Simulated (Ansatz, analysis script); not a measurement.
# Free-standing square Ti monolayer, spacing 2.603 Å: how near to magnetism, part 2 of 2

Is a free-standing square Ti monolayer, spacing 2.603 Å magnetic, nearly magnetic or plainly paramagnetic? E(M) and M(B) tell.

Ansatz 0.2.0; PBEsol, PAW set soft_1 (files made for PBE).

So far. Step 7 (Total moment fixed at 0.714 μB): The energy is -24.4 meV from the state without spin, and the largest site carries 0.361 μB.

## (8) Total moment fixed at 1.786 μB

Level of this step: Ansatz DFT, collinear, total moment fixed by two Fermi levels; PBEsol, PAW set soft_1; PAW set soft_1 (Ansatz).

Input file input.yaml:

```yaml
crystal:
  lattice:
    - [2.603, 0.0, 0.0]
    - [0.0, 2.603, 0.0]
    - [0.0, 0.0, 14.0]
  atoms:
    - { symbol: Ti, position: [0.0, 0.0, 0.5], spin: 1.786 }
magnetization:
  spin_polarized: true
  initial_magnetization: 1.786
  spin_locking: { lock_magnetization: hard }
kpoints:
  mp_grid: { grid: [21, 21, 1] }
hamiltonian:
  xc: pbesol
  pseudopotentials: { kind: paw, azcp: { folder: soft_1 }, xc_functional: pbe }
scf:
  occupations: { method: fermi_dirac, width: 0.05 }
  max_iter: 120
  convergence: { dr2_threshold: 1.0e-08 }
  lower_state_search: "off"
basis:
  ecutwfc: 420.0
```

Command:

```bash
ansatz run input.yaml --threads 1 --pin off --max-ram 2560MiB --backend cpu --events-out ev --progress --plain --runs-dir out
```

Numbers of over 12 decimals in the logs are rounded to 6 here.

The program printed:

```text
[...]
Crystal: 1 atoms, lattice volume = 94.859 Å³
Basis set: ecut = 420 eV, 1891 PW (Γ)
Bands: 11, of which v1, the nominal top of the filled ones, is band 6 counted from 1 (5 counted from 0)
Symmetry: 16 space group operations
[...]
k-points: 66 of 441
[...]
Starting moments: Σ|m| = 1.786 μB on 1 of 1 site
[...]
Magnetization: 1.7860 μB (6.8930 up, 5.1070 down)
Absolute magnetization: 1.7860 μB (∫|ρ↑−ρ↓|, with the PAW one-centre terms)
[...]
Per-site moments (μB) at R_I (Å): [(1.085633, 1.073738)]
Free energy (F): -2471.628052 eV
[...]
Internal energy: -2471.610789 eV  (E = F + TS)
E sigma→0 (E₀):  -2471.619421 eV
Entropy (-TS):   -0.017263 eV (-17.263 meV/atom)
Fermi energy:    -0.940400 (↑ -0.832890, ↓ -1.047910) eV
[...]
[key lines of the parts left out:]
SCF converged after 10 iterations
```

It took 6.4 s on 1 thread of Arm Neoverse V2, shared host; peak memory 0.41 GiB.

The energy is 16.5 meV from the state without spin, and the largest site carries 1.09 μB.

## (9) Total moment fixed at 2.5 μB

input.yaml, the sections that differ from step 8:

```yaml
crystal:
  lattice:
    - [2.603, 0.0, 0.0]
    - [0.0, 2.603, 0.0]
    - [0.0, 0.0, 14.0]
  atoms:
    - { symbol: Ti, position: [0.0, 0.0, 0.5], spin: 2.5 }
magnetization:
  spin_polarized: true
  initial_magnetization: 2.5
  spin_locking: { lock_magnetization: hard }
# kpoints, hamiltonian, scf, basis: as in step 8
```

The program printed:

```text
[...]
Crystal: 1 atoms, lattice volume = 94.859 Å³
Basis set: ecut = 420 eV, 1891 PW (Γ)
Bands: 12, of which v1, the nominal top of the filled ones, is band 6 counted from 1 (5 counted from 0)
Symmetry: 16 space group operations
[...]
k-points: 66 of 441
[...]
Starting moments: Σ|m| = 2.5 μB on 1 of 1 site
[...]
Magnetization: 2.5000 μB (7.2500 up, 4.7500 down)
Absolute magnetization: 2.5001 μB (∫|ρ↑−ρ↓|, with the PAW one-centre terms)
[...]
Per-site moments (μB) at R_I (Å): [(1.567632, 1.073738)]
Free energy (F): -2471.497147 eV
[...]
Internal energy: -2471.485316 eV  (E = F + TS)
E sigma→0 (E₀):  -2471.491231 eV
Entropy (-TS):   -0.011831 eV (-11.831 meV/atom)
Fermi energy:    -0.937336 (↑ -0.609670, ↓ -1.265003) eV
[...]
[key lines of the parts left out:]
SCF converged after 9 iterations
```

Run time: 7.4 s. Hardware: 1 thread; peak memory 0.42 GiB.

The energy is 147 meV from the state without spin, and the largest site carries 1.57 μB.

The other 3 runs of this kind were made alike; their results stand in the table below.

## (10) No field, tight threshold

A field gives a second route to the same curve. A thousand tesla shift each spin by 58 meV, and the threshold is tightened so that small induced moments are resolved.

input.yaml, the sections that differ from step 9:

```yaml
crystal:
  lattice:
    - [2.603, 0.0, 0.0]
    - [0.0, 2.603, 0.0]
    - [0.0, 0.0, 14.0]
  atoms:
    - { symbol: Ti, position: [0.0, 0.0, 0.5], spin: 0.56 }
magnetization:
  spin_polarized: true
scf:
  occupations: { method: fermi_dirac, width: 0.05 }
  max_iter: 120
  convergence: { dr2_threshold: 1.0e-10 }
  lower_state_search: "off"
# kpoints, hamiltonian, basis: as in step 9
```

The program printed:

```text
[...]
Crystal: 1 atoms, lattice volume = 94.859 Å³
Basis set: ecut = 420 eV, 1891 PW (Γ)
Bands: 11, of which v1, the nominal top of the filled ones, is band 6 counted from 1 (5 counted from 0)
Symmetry: 16 space group operations
[...]
k-points: 66 of 441
[...]
Starting moments: Σ|m| = 0.56 μB on 1 of 1 site
[...]
SCF converged after 19 iterations
Magnetization: 1.0167 μB (6.5083 up, 5.4917 down)
Absolute magnetization: 1.0178 μB (∫|ρ↑−ρ↓|, with the PAW one-centre terms)
[...]
Per-site moments (μB) at R_I (Å): [(0.556995, 1.073738)]
Free energy (F): -2471.675760 eV
[...]
Internal energy: -2471.659874 eV  (E = F + TS)
E sigma→0 (E₀):  -2471.667817 eV
Entropy (-TS):   -0.015886 eV (-15.886 meV/atom)
Fermi energy:    -1.018707 eV
[...]
```

Run time: 10 s. Hardware: 1 thread; peak memory 0.41 GiB.

The net moment is 1.02 μB a cell.

## (11) Field of 2000 T

input.yaml: that of step 10 with these lines changed.

```diff
@@ -9,2 +9,3 @@
   spin_polarized: true
+  magnetic_field: 2000.0
 kpoints:
```

The program printed:

```text
[...]
Crystal: 1 atoms, lattice volume = 94.859 Å³
Basis set: ecut = 420 eV, 1891 PW (Γ)
Bands: 11, of which v1, the nominal top of the filled ones, is band 6 counted from 1 (5 counted from 0)
Symmetry: 16 space group operations
[...]
k-points: 66 of 441
[...]
Starting moments: Σ|m| = 0.56 μB on 1 of 1 site
[...]
SCF converged after 17 iterations
Magnetization: 1.8629 μB (6.9315 up, 5.0685 down)
Absolute magnetization: 1.8630 μB (∫|ρ↑−ρ↓|, with the PAW one-centre terms)
[...]
Per-site moments (μB) at R_I (Å): [(1.139615, 1.073738)]
Free energy (F): -2471.835134 eV
[...]
Internal energy: -2471.818386 eV  (E = F + TS)
E sigma→0 (E₀):  -2471.826760 eV
Entropy (-TS):   -0.016747 eV (-16.747 meV/atom)
Fermi energy:    -0.929369 eV
[...]
```

Wall time 9.4 s (1 thread); peak memory 0.41 GiB.

The net moment is 1.86 μB a cell.

The other 2 runs of this kind were made alike; their results stand in the table below.

Between step 10 and this run (field 2000 T) the value for the integrated |m| moves from 1.02 μB to 1.86 μB (+83 %). That is +0.000423 μB per T of field between these two points.

## (12) The curves

The energy less the state without spin by total moment:

| total moment (μB/cell) | energy less the state without spin (meV/cell) |
| --- | --- |
| 0.00 | 0 |
| 0.36 | -8.22 |
| 0.71 | -24.4 |
| 1.07 | -30.9 |
| 1.43 | -15.3 |
| 1.79 | 16.5 |
| 2.14 | 64.7 |
| 2.50 | 147 |

The field that holds a moment is half the difference of the two Fermi levels over μB.

The field that holds the moment by total moment:

| total moment (μB/cell) | field that holds the moment (T) |
| --- | --- |
| 0.357 | -712 |
| 0.714 | -696 |
| 1.071 | 169 |
| 1.429 | 1236 |
| 1.786 | 1857 |
| 2.143 | 3013 |
| 2.500 | 5661 |

The total moment by field:

| field (T) | total moment (μB/cell) |
| --- | --- |
| 0 | 1.02 |
| 500 | 1.17 |
| 1000 | 1.32 |
| 2000 | 1.86 |

Three Landau terms miss the curve as a whole or at its small-moment end, and no Stoner analysis is made here.

## (13) Results

```
state of the free run                              : ferromagnetic
net moment of the free run                         : 1.02 μB
energy of the free run from the state without spin : -31.2 meV a cell
lowest of the fixed moments tried                  : M = 1.071 μB, -30.9 meV
dM/dB between 0 and 500 T                          : 0.300 μB a cell per 1000 T
```

What this shows: At this level the system is magnetic: the free run keeps 0.557 μB on the largest site. No other order was typed. Among the fixed moments, E(M) falls 30.9 meV below the state without spin and is lowest near 1.071 μB on this grid. The field acts on spins alone. The 11 fixed-moment and field runs took 87 s of wall time, added up. Energies are free energies at a smearing of 0.05 eV, and with partly filled levels differences shift, at times strongly, as the smearing goes to zero. The cell was taken as built, with atoms unrelaxed. In doubt: the program's search for lower states was switched off, so a lower magnetic state than those reached may exist.

[Logs and program files are shortened in this print: banners, set-up blocks, solver, clock and traceback lines can be left out without a mark of their own.]

[Logs are printed without paths, hosts, clocks, repeated set-up lines and the standing remarks that a program may print on its own settings, such as how far it seeks lower states.]

[Hosts, paths, dates, database ids (printed as entryN), source tags and the programs' standing remarks are cut or masked in the printed files.]
